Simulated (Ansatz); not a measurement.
## HfO2 (model cell, started as fluorite): the cell at rest

Wanted: the relaxed cell of HfO2 (model cell, started as fluorite).

Program: Ansatz 0.2.0. Level of theory: DFT LDA, scalar-relativistic, plane waves, PAW; PAW set soft_1. Results are calculated unless marked as measured.

## (1) Set-up

It takes space group Fm-3m (No. 225, cubic). Conventional cell: a = 5.050 Å, b = 5.050 Å, c = 5.050 Å, α = 90.00°, β = 90.00°, γ = 90.00°. Nearest to Hf lie 8 O at 2.19 Å. Nearest to O lie 4 Hf at 2.19 Å. Farther neighbours and most contacts between anions are not listed.

## (2) Probe on a coarse mesh

First a cheap look: the gap decides the mesh and the occupations, the pressure tells how far the cell has to move.

File input.yaml:

```yaml
crystal:
  lattice:
    - [0.0, 2.525, 2.525]
    - [2.525, 0.0, 2.525]
    - [2.525, 2.525, 0.0]
  atoms:
    - { symbol: Hf, position: [0.0, 0.0, 0.0] }
    - { symbol: O, position: [0.25, 0.25, 0.25] }
    - { symbol: O, position: [0.75, 0.75, 0.75] }
kpoints:
  mp_grid: { grid: [6, 6, 6] }
hamiltonian:
  xc: lda
  pseudopotentials: { kind: paw, azcp: { folder: soft_1 }, xc_functional: pbe }
scf:
  occupations: { method: gaussian, width: 0.1 }
output:
  forces: true
  stress: true
  eigenvalues: true
```

Launch:

```bash
$ ansatz run input.yaml --threads 8 --pin off --max-ram 16384MiB --backend cpu --events-out ev --progress --plain --runs-dir out
```

Numbers of over 12 decimals in the logs are rounded to 6 here.

Log:

```text
Engine: ansatz 0.2.0, x86_64-unknown-linux-gnu
Pseudopotentials: kind: paw
Pseudopotential: Hf, paw, valence charge 26, recommended cutoff 420 eV (normal), soft_1/Hf.paw.azcp
Pseudopotential: O, paw, valence charge 6, recommended cutoff 420 eV (normal), soft_1/O.paw.azcp
Functional definition: SPW92
  exchange = slater_x
  correlation = pw_c
Crystal: 3 atoms, lattice volume = 32.197 Å³
[...]
--- Band table (eV; the first three rows and the last of 16) ---
  k-point 0: bands = [... 15 lower, 9.1216, 14.0239, 14.0239, 14.0239, 18.3648, 18.3648, 20.3570, 25.1591]
  k-point 1: bands = [... 15 lower, 9.8876, 13.2620, 13.5380, 13.5380, 18.8432, 18.8432, 21.2912, 24.0675]
  k-point 2: bands = [... 15 lower, 11.2764, 12.0476, 12.9287, 12.9287, 19.2148, 19.2148, 21.4473, 24.1337]
  k-point 15: bands = [... 15 lower, 11.5513, 12.4964, 13.1245, 14.4980, 18.9603, 19.8811, 21.5105, 22.1625]
[key lines of the parts left out:]
SCF converged after 8 iterations
Free energy (F): -16593.597513 eV
Fermi energy:    16.452634 eV
P = ⅓ Tr σ = -7.6451 GPa (-76.451 kbar)
```

Elapsed: 0.69 s, on 8 threads of Intel Xeon at 2.70GHz, shared host; peak memory 0.34 GiB; 2.1 s of CPU time.

A gap read on the k-mesh alone can miss the band edges.

Numbers from this step:

```
pressure           : -7.645 GPa
gap on the k-mesh  : 3.597 eV
volume per atom    : 10.73 Å³
direct gap on mesh : 3.597 eV
```

The coarse mesh shows a gap of 3.60 eV and a pressure of -7.6 GPa.

## (3) Bringing the structure to rest

The cell and atoms are relaxed, since residual forces and stress would shift the frequencies.

input.yaml, the sections that differ from step 2:

```yaml
kpoints:
  mp_grid: { grid: [8, 8, 8] }
scf:
  occupations: { method: gaussian, width: 0.02 }
relax:
  adjacent_minimum: "off"
  f_tol: 0.005
  max_steps: 80
  cell: { stress_tol: 0.05 }
# crystal, hamiltonian, output: as in step 2
```

Log:

```text
[...]
Crystal: 3 atoms, lattice volume = 32.197 Å³
Basis set: ecut = 420 eV, 609 PW (Γ)
Bands: 23, of which v1, the nominal top of the filled ones, is band 19 counted from 1 (18 counted from 0)
Symmetry: 48 space group operations
[...]
k-points: 29 of 512
[...]
SCF iter   1: F=—  HF=-16594.280959 eV  |F-HF|=—  |Δ(HF+E_count)|=         —  Δρ=9.04e-2  dr2=1.98e0  ethr=3.10e-3  ⟨swp⟩=5.0  Hψ=2567  notcnv=0
[...]
SCF iter   8: F=-16593.597919 eV  HF=-16593.597919 eV  |F-HF|=7.92e-9  |Δ(HF+E_count)|=   9.72e-9  Δρ=5.41e-6  dr2=5.25e-9  ethr=1.94e-10  ⟨swp⟩=3.3  Hψ=2884  notcnv=0
SCF 1 converged in 8 iterations: F = -16593.597919 eV  dr2 = 5.25e-9
[...]
relax step   1: F+E_penalty+E_count = -16593.59791924 eV  Δ(F+E_penalty+E_count) = +0.000e0 eV  max|allowed force component| = 1.349e-18 eV/Å  Δτ_max = 0.0000 Å  P = -7.651 GPa  Ω = 32.197 Å³  (8 SCF iters, dr2 threshold 1.00e-7 eV, accepted)
Crystal: 3 atoms, lattice volume = 31.136 Å³
[...]
iter 1 solved again at ethr=1.84e-5 eV; its pass at ethr=3.10e-3 eV (dr2=6.99e-3 eV) is discarded
[...]
SCF iter   6: F=-16593.624230 eV  HF=-16593.624230 eV  |F-HF|=4.27e-9  |Δ(HF+E_count)|=   2.53e-7  Δρ=1.00e-5  dr2=1.46e-8  ethr=7.89e-10  ⟨swp⟩=6.1  Hψ=3222  notcnv=0
SCF 2 converged in 6 iterations: F = -16593.624230 eV  dr2 = 1.46e-8
relax step   2: F+E_penalty+E_count = -16593.62422987 eV  Δ(F+E_penalty+E_count) = -2.631e-2 eV  max|allowed force component| = 9.445e-18 eV/Å  Δτ_max = 0.0000 Å  P = +1.600 GPa  Ω = 31.136 Å³  energy of the carried Pulay correction = +5.424e-3 eV  (6 SCF iters, dr2 threshold 3.00e-7 eV, accepted)
Crystal: 3 atoms, lattice volume = 31.315 Å³
[...]
SCF iter   5: F=-16593.624154 eV  HF=-16593.624154 eV  |F-HF|=1.78e-9  |Δ(HF+E_count)|=   1.71e-7  Δρ=1.57e-5  dr2=4.10e-8  ethr=7.89e-10  ⟨swp⟩=5.7  Hψ=3041  notcnv=0
SCF 3 converged in 5 iterations: F = -16593.624154 eV  dr2 = 4.10e-8
relax step   3: F+E_penalty+E_count = -16593.62415405 eV  Δ(F+E_penalty+E_count) = +7.582e-5 eV  max|allowed force component| = 1.359e-17 eV/Å  Δτ_max = 0.0000 Å  P = -0.067 GPa  Ω = 31.315 Å³  energy of the carried Pulay correction = +4.498e-3 eV  (5 SCF iters, dr2 threshold 3.00e-7 eV, accepted)
[...]
relax step   4: F+E_penalty+E_count = -16593.62419269 eV  Δ(F+E_penalty+E_count) = -3.863e-5 eV  max|allowed force component| = 1.156e-17 eV/Å  Δτ_max = 0.0000 Å  P = -0.001 GPa  Ω = 31.307 Å³  energy of the carried Pulay correction = +4.535e-3 eV  (4 SCF iters, dr2 threshold 1.11e-8 eV, accepted)
[...]
relax step   5: F+E_penalty+E_count = -16593.62012742 eV  Δ(F+E_penalty+E_count) = +4.065e-3 eV  max|allowed force component| = 1.079e-17 eV/Å  Δτ_max = 0.0000 Å  P = -0.223 GPa  Ω = 31.307 Å³  stress off target by 2.23e-1 GPa  SCF on the basis re-selected at this cell (its energy is not comparable with the rows above)  (6 SCF iters)
[...]
relax step   6: F+E_penalty+E_count = -16593.62027081 eV  Δ(F+E_penalty+E_count) = -1.434e-4 eV  max|allowed force component| = 8.481e-18 eV/Å  Δτ_max = 0.0000 Å  P = +0.000 GPa  Ω = 31.283 Å³  energy of the carried Pulay correction = +1.265e-4 eV  (4 SCF iters, dr2 threshold 1.24e-7 eV, accepted)
[...]
SCF iter   5: F=-16593.620054 eV  HF=-16593.620054 eV  |F-HF|=3.64e-12  |Δ(HF+E_count)|=  8.73e-11  Δρ=3.74e-7  dr2=1.08e-11  ethr=1.00e-12  ⟨swp⟩=5.7  Hψ=4094  notcnv=0
SCF 7 converged in 5 iterations: F = -16593.620054 eV  dr2 = 1.08e-11
relax step   7: F+E_penalty+E_count = -16593.62005390 eV  Δ(F+E_penalty+E_count) = +2.169e-4 eV  max|allowed force component| = 1.002e-17 eV/Å  Δτ_max = 0.0000 Å  P = -0.004 GPa  Ω = 31.283 Å³  stress off target by 3.72e-3 GPa  SCF on the basis re-selected at this cell (its energy is not comparable with the rows above)  (5 SCF iters)
[...]
SCF converged after 5 iterations
Free energy (F): -16593.620054 eV
[...]
Internal energy: -16593.620054 eV  (E = F + TS)
E sigma→0 (E₀):  -16593.620054 eV
Fermi energy:    17.054845 eV
[...]
--- Stress (GPa, compression-positive) ---
       -0.003719      -0.000000      -0.000000
       -0.000000      -0.003719       0.000000
       -0.000000      -0.000000      -0.003719
  P = ⅓ Tr σ = -0.0037 GPa (-0.037 kbar)
--- Band table (eV; the first three rows and the last of 29) ---
  k-point 0: bands = [... 15 lower, 9.4989, 14.5758, 14.5758, 14.5758, 18.9883, 18.9883, 21.1481, 26.0862]
  k-point 1: bands = [... 15 lower, 9.9829, 14.1083, 14.2599, 14.2599, 19.3141, 19.3141, 21.7493, 25.3061]
  k-point 2: bands = [... 15 lower, 11.0675, 13.1684, 13.7061, 13.7061, 19.7908, 19.7908, 22.3352, 24.7320]
  k-point 28: bands = [... 15 lower, 12.5103, 12.5103, 13.6792, 14.9991, 20.0080, 20.3680, 22.5858, 22.5858]
--- Relaxed structure (5 steps of the walk, 5 accepted, 2 SCFs on fresh bases) ---
  F+E_penalty+E_count = -16593.62005390 eV   max|allowed force component| = 1.002e-17 eV/Å   (the final SCF, on the basis selected at the relaxed cell)
  cell:  # Å, volume = 31.2831 Å³
    - [0, 2.500881, 2.500881]
    - [2.500881, 0, 2.500881]
    - [2.500881, 2.500881, 0]
  atoms:
    - { symbol: Hf, position: [0, 0, 0] }
    - { symbol: O, position: [0.25, 0.25, 0.25] }
    - { symbol: O, position: [0.750000, 0.750000, 0.750000] }
```

Run time: 3.3 s. Hardware: 8 threads; peak memory 0.39 GiB; 14 s of CPU time.

Step by step:

| step | energy less that of the first step (eV) | largest force component (eV/Å) | pressure (GPa) | volume (Å³) |
| --- | --- | --- | --- | --- |
| 1 | 0.0000 | 0.0000 | -7.65 | 32.20 |
| 2 | -0.0263 | 0.0000 | 1.60 | 31.14 |
| 3 | -0.0262 | 0.0000 | -0.07 | 31.31 |
| 4 | -0.0263 | 0.0000 | 0.00 | 31.31 |
| 5* | -0.0222 | 0.0000 | -0.22 | 31.31 |
| 6 | -0.0224 | 0.0000 | 0.00 | 31.28 |
| 7* | -0.0221 | 0.0000 | 0.00 | 31.28 |

Relaxation steps marked * repeat the geometry before them on a plane-wave basis chosen anew for their cell, so energy and pressure can jump there.

Forces are held to the 48 operations that the run works with; a distortion that breaks them can't arise in this run.

| conventional cell, symmetrised | before | after | change |
| --- | --- | --- | --- |
| a (Å) | 5.050 | 5.002 | -1.0 % |
| b (Å) | 5.050 | 5.002 | -1.0 % |
| c (Å) | 5.050 | 5.002 | -1.0 % |
| volume (Å³/atom) | 10.73 | 10.43 | -2.8 % |

The relaxed structure:

```xyz
3
Lattice="0.0000 2.5009 2.5009 2.5009 0.0000 2.5009 2.5009 2.5009 0.0000" Properties=species:S:1:pos:R:3 pbc="T T T"
Hf    0.0000    0.0000    0.0000
O     1.2504    1.2504    1.2504
O     3.7513    3.7513    3.7513
```

Numbers from this step:

```yaml
pressure: -0.003719 GPa
gap_on_the_k_mesh: 3.661 eV
volume_per_atom: 10.43 Å³
direct_gap_on_mesh: 3.661 eV
```

In this step the volume went from 10.73 to 10.43 Å³/atom.

## (4) Relaxing to small forces for the phonons

Phonons need a cell at rest on their own settings, so the relaxation is repeated with tight tolerances on forces and stress on the k mesh and occupations of the first response run.

input.yaml, the sections that differ from step 3:

```yaml
crystal:
  lattice:
    - [0.0, 2.5008814195, 2.5008814195]
    - [2.5008814195, 0.0, 2.5008814195]
    - [2.5008814195, 2.5008814195, 0.0]
  atoms:
    - { symbol: Hf, position: [0.0, 0.0, 0.0] }
    - { symbol: O, position: [0.25, 0.25, 0.25] }
    - { symbol: O, position: [0.75, 0.75, 0.75] }
scf:
  occupations: { method: fixed }
relax:
  adjacent_minimum: "off"
  f_tol: 0.001
  max_steps: 60
  cell: { stress_tol: 0.01 }
# kpoints, hamiltonian, output: as in step 3
```

Log:

```text
[...]
Crystal: 3 atoms, lattice volume = 31.283 Å³
Basis set: ecut = 420 eV, 609 PW (Γ)
Bands: 23, of which v1, the nominal top of the filled ones, is band 19 counted from 1 (18 counted from 0)
[... 1 set-up line as in the run before ...]
[...]
k-points: 29 of 512
[...]
--- Relaxed structure (1 steps of the walk, 1 accepted, 1 SCFs on fresh bases) ---
[...]
cell:  # Å, volume = 31.2831 Å³
    - [0.0, 2.5008814195, 2.5008814195]
    - [2.5008814195, 0.0, 2.5008814195]
    - [2.5008814195, 2.5008814195, 0.0]
  atoms:
    - { symbol: Hf, position: [0.0, 0.0, 0.0] }
    - { symbol: O, position: [0.25, 0.25, 0.25] }
    - { symbol: O, position: [0.750000, 0.750000, 0.750000] }
[key lines of the parts left out:]
SCF converged after 6 iterations
Free energy (F): -16593.620054 eV
Fermi energy:    15.224144 eV
P = ⅓ Tr σ = -0.0037 GPa (-0.037 kbar)
```

Wall time 1.1 s (8 threads); peak memory 0.37 GiB; 4.4 s of CPU time.

Little changed from the start: no atom moved by 0.005 Å and no cell edge by 0.1 %.

Numbers from this step:

```
pressure : -0.003711 GPa
```

The forces vanish by symmetry and the pressure is -0.004 GPa, within the tolerances set. The cell now holds 10.43 Å³/atom.

## (5) Summary of results

```
space group after relaxation (within 0.01 Å) : Fm-3m
lattice constant a                           : 5.002 Å
lattice constant b                           : 5.002 Å
lattice constant c                           : 5.002 Å
volume per atom                              : 10.4 Å³
gap on the k-mesh                            : 3.66 eV
```

**Reading.** The forces vanish by symmetry and the pressure is -0.004 GPa, within the tolerances set. The cell now holds 10.43 Å³/atom. The relaxation keeps the symmetry of its start, so it says nothing on stability against lower symmetry. Spin-orbit coupling is left out, which can matter for the heavy elements here. The PAW files were made for PBE and serve the other functionals too. The starting cell was built on a prototype and not taken from a measurement, so the phase need not exist.

[Logs are printed without paths, hosts, clocks, repeated set-up lines and the standing remarks that a program may print on its own settings, such as how far it seeks lower states.]

[Hosts, paths, dates, database ids (printed as entryN), source tags and the programs' standing remarks are cut or masked in the printed files.]
